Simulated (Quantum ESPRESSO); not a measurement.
# NaF (Villiaumite): the LO frequency by hand

How high does the longitudinal optical mode of NaF (Villiaumite) lie, given the transverse one, the Born charge and ε∞?

Program: Quantum ESPRESSO 7.5. Level of theory: DFT PBE, scalar-relativistic, plane waves, GBRV ultrasoft pseudopotentials. Results are calculated unless marked as measured.

## 1. Set-up

Symmetry: Fm-3m, No. 225, cubic system. The conventional cell has a = 4.716 Å, b = 4.716 Å, c = 4.716 Å, α = 90.00°, β = 90.00°, γ = 90.00°. Na has 6 F at 2.36 Å nearest. Nearest to F lie 6 Na at 2.36 Å. Farther neighbours and most contacts between anions are not listed.

As a file:

```cif
data_structure
_symmetry_space_group_name_H-M 'P 1'
_symmetry_Int_Tables_number 1
_cell_length_a 3.3348
_cell_length_b 3.3348
_cell_length_c 3.3348
_cell_angle_alpha 60.000
_cell_angle_beta 60.000
_cell_angle_gamma 60.000
_cell_volume 26.22
loop_
_atom_site_label
_atom_site_type_symbol
_atom_site_fract_x
_atom_site_fract_y
_atom_site_fract_z
_atom_site_occupancy
Na1 Na 0.00000 0.00000 0.00000 1
F2 F 0.50000 0.50000 0.50000 1
```

This is the cell after its relaxation at this level of theory, not the database cell from which that began.

## 2. What the response run gave

A linear-response run on the relaxed cell, with the response to an electric field; only its zone-centre results are used. Cutoff 55 Ry, k mesh 8×8×8.

The program printed:

```text
[banners, grids, parts of the stress and lines that vanish by symmetry left out]
Program PHONON v.7.5
     Reading xml data from directory:

[...]
Exchange-correlation= PBE
                           (   1   4   3   4   0   0   0)
[...]
kinetic-energy cut-off    =      55.0000  Ry
     charge density cut-off    =     440.0000  Ry
     convergence threshold     =      1.0E-18
[...]
Exchange-correlation= PBE
                           (   1   4   3   4   0   0   0)
[...]
q = (   0.0000000   0.0000000   0.0000000 )
     49 Sym.Ops. (with q -> -q+G )
     G cutoff =  442.6239  (  27581 G-vectors)     FFT grid: ( 45, 45, 45)
     G cutoff =  221.3119  (   9721 G-vectors)  smooth grid: ( 30, 30, 30)
     number of k points=    29
[...]
Mode symmetry, O_h (m-3m)  point group:
[...]
Dielectric constant
[...]
End of electric fields calculation
          Dielectric constant in cartesian axis
          (       1.858563512       0.000000000      -0.000000000 )
          (       0.000000000       1.858563512      -0.000000000 )
          (       0.000000000      -0.000000000       1.858563512 )
          Effective charges (d Force / dE) in cartesian axis without acoustic sum rule applied (asr)
           atom    1  Na    Mean Z*:        1.02139
      Ex  (        1.02139       -0.00000        0.00000 )
      Ey  (       -0.00000        1.02139       -0.00000 )
      Ez  (        0.00000       -0.00000        1.02139 )
           atom    2  F     Mean Z*:       -1.01669
      Ex  (       -1.01669        0.00000        0.00000 )
      Ey  (        0.00000       -1.01669       -0.00000 )
      Ez  (        0.00000       -0.00000       -1.01669 )
          Effective charges Sum: Mean:        0.00470
[...]
Effective charges (d Force / dE) in cartesian axis with asr applied:
           atom    1  Na    Mean Z*:        1.01904
[...]
atom    2  F     Mean Z*:       -1.01904
[...]
Representation #   1 modes #   1   2   3
[...]
End of self-consistent calculation
     Convergence has been achieved
     Representation #   2 modes #   4   5   6
[...]
End of self-consistent calculation
     Convergence has been achieved
[...]
Dielectric constant in cartesian axis
          (       1.858563512       0.000000000      -0.000000000 )
          (       0.000000000       1.858563512      -0.000000000 )
          (       0.000000000      -0.000000000       1.858563512 )
          Effective charges (d Force / dE) in cartesian axis without acoustic sum rule applied (asr)
           atom    1  Na    Mean Z*:        1.02139
      Ex  (        1.02139       -0.00000        0.00000 )
      Ey  (       -0.00000        1.02139       -0.00000 )
      Ez  (        0.00000       -0.00000        1.02139 )
           atom    2  F     Mean Z*:       -1.01669
      Ex  (       -1.01669        0.00000        0.00000 )
      Ey  (        0.00000       -1.01669       -0.00000 )
      Ez  (        0.00000       -0.00000       -1.01669 )
          Effective charges Sum: Mean:        0.00470
[...]
Effective charges (d Force / dE) in cartesian axis with asr applied:
           atom    1  Na    Mean Z*:        1.01904
[...]
atom    2  F     Mean Z*:       -1.01904
[...]
q = (    0.000000000   0.000000000   0.000000000 )
[...]
freq (    1) =       0.123987 [THz] =       4.135770 [cm-1]
     freq (    2) =       0.123987 [THz] =       4.135770 [cm-1]
     freq (    3) =       0.123987 [THz] =       4.135770 [cm-1]
     freq (    4) =       6.774298 [THz] =     225.966272 [cm-1]
     freq (    5) =       6.774298 [THz] =     225.966272 [cm-1]
     freq (    6) =       6.774298 [THz] =     225.966272 [cm-1]
[...]
Mode symmetry, O_h (m-3m)  point group:
     freq (   1-   3) =          4.1  [cm-1]   --> T_1u G_15  G_4- I
     freq (   4-   6) =        226.0  [cm-1]   --> T_1u G_15  G_4- I

   JOB DONE.
```

```tsv
quantity	value
cell volume Ω (Å³)	26.224
mass of Na (u)	22.990
mass of F (u)	18.998
Born charge of Na, raw (e)	1.021
Born charge of F, raw (e)	-1.017
ε∞	1.859
ω(TO) after the sum rule (cm⁻¹)	225.9
```

## 3. The calculation

The charges must sum to zero over the cell; taking off their mean, 0.002 e, leaves Z* = 1.019 e on Na. In the polar mode Na moves against F, so the reduced mass is μ = 22.99 × 19.00 / 41.99 = 10.402 u.

A longitudinal wave builds up a field that adds to the restoring force: ω(LO)² = ω(TO)² + 4π Z*² / (μ Ω ε∞), in Hartree atomic units. With μ = 18962 electron masses and Ω = 176.97 bohr³ the second term is 2.0923e-06 Ha², or 100786 cm⁻² (1 Ha = 219474.6 cm⁻¹).

So ω(LO) = √(51044 + 100786) = 389.7 cm⁻¹, and by the Lyddane-Sachs-Teller relation ε₀ = ε∞ (ω(LO)/ω(TO))² = 5.53.

## 4. Check against the program

The analysis program adds the same non-analytic term to the full matrix, here for q along (1 0 0).

The program printed:

```text
[banner, memory and clock lines left out]
Program DYNMAT v.7.5

     Reading Dynamical Matrix from file g.dyn
     ...Force constants read
     ...epsilon and Z* read

     Polarizability (A^3 units)
     multiply by 0.777491 for Clausius-Mossotti correction
         1.791694    0.000000    0.000000
         0.000000    1.791694   -0.000000
        -0.000000   -0.000000    1.791694

     IR activities are in (D/A)^2/amu units

# mode   [cm-1]    [THz]      IR
    1     -0.00   -0.0000    0.0000
    2     -0.00   -0.0000    0.0000
    3     -0.00   -0.0000    0.0000
    4    225.93    6.7733    2.3032
    5    225.93    6.7733    2.3032
    6    389.66   11.6816    2.3032
```

ε₀ comes from the program's run without a direction of q.

```tsv
quantity	by hand	program
ω(LO) (cm⁻¹)	389.7	389.7
ε₀	5.53	5.53
```

## 5. Results

| Quantity | Value |
| --- | --- |
| TO mode | 225.9 cm⁻¹ |
| LO mode | 389.7 cm⁻¹ |
| static dielectric constant | 5.528 |

**Reading.** The LO mode of NaF (Villiaumite) lies at 390 cm⁻¹, 164 cm⁻¹ above the TO mode; the formula meets the program within 0.1 cm⁻¹, as it must for a cubic crystal with one polar mode. ω(LO)² − ω(TO)² goes with Z*²/ε∞: an error of 5 % in ε∞ would move the LO mode by 6.2 cm⁻¹, and semilocal functionals tend to overestimate ε∞. These are harmonic values at zero temperature, at the volume of this functional, for the structure held cubic; stability elsewhere in the zone is no part of this calculation.

[Host names and launcher messages were left out of these logs when they were recorded.]

[Logs are printed without paths, hosts, clocks, repeated set-up lines and the standing remarks that a program may print on its own settings, such as how far it seeks lower states.]

[Hosts, paths, dates, database ids (printed as entryN), source tags and the programs' standing remarks are cut or masked in the printed files.]
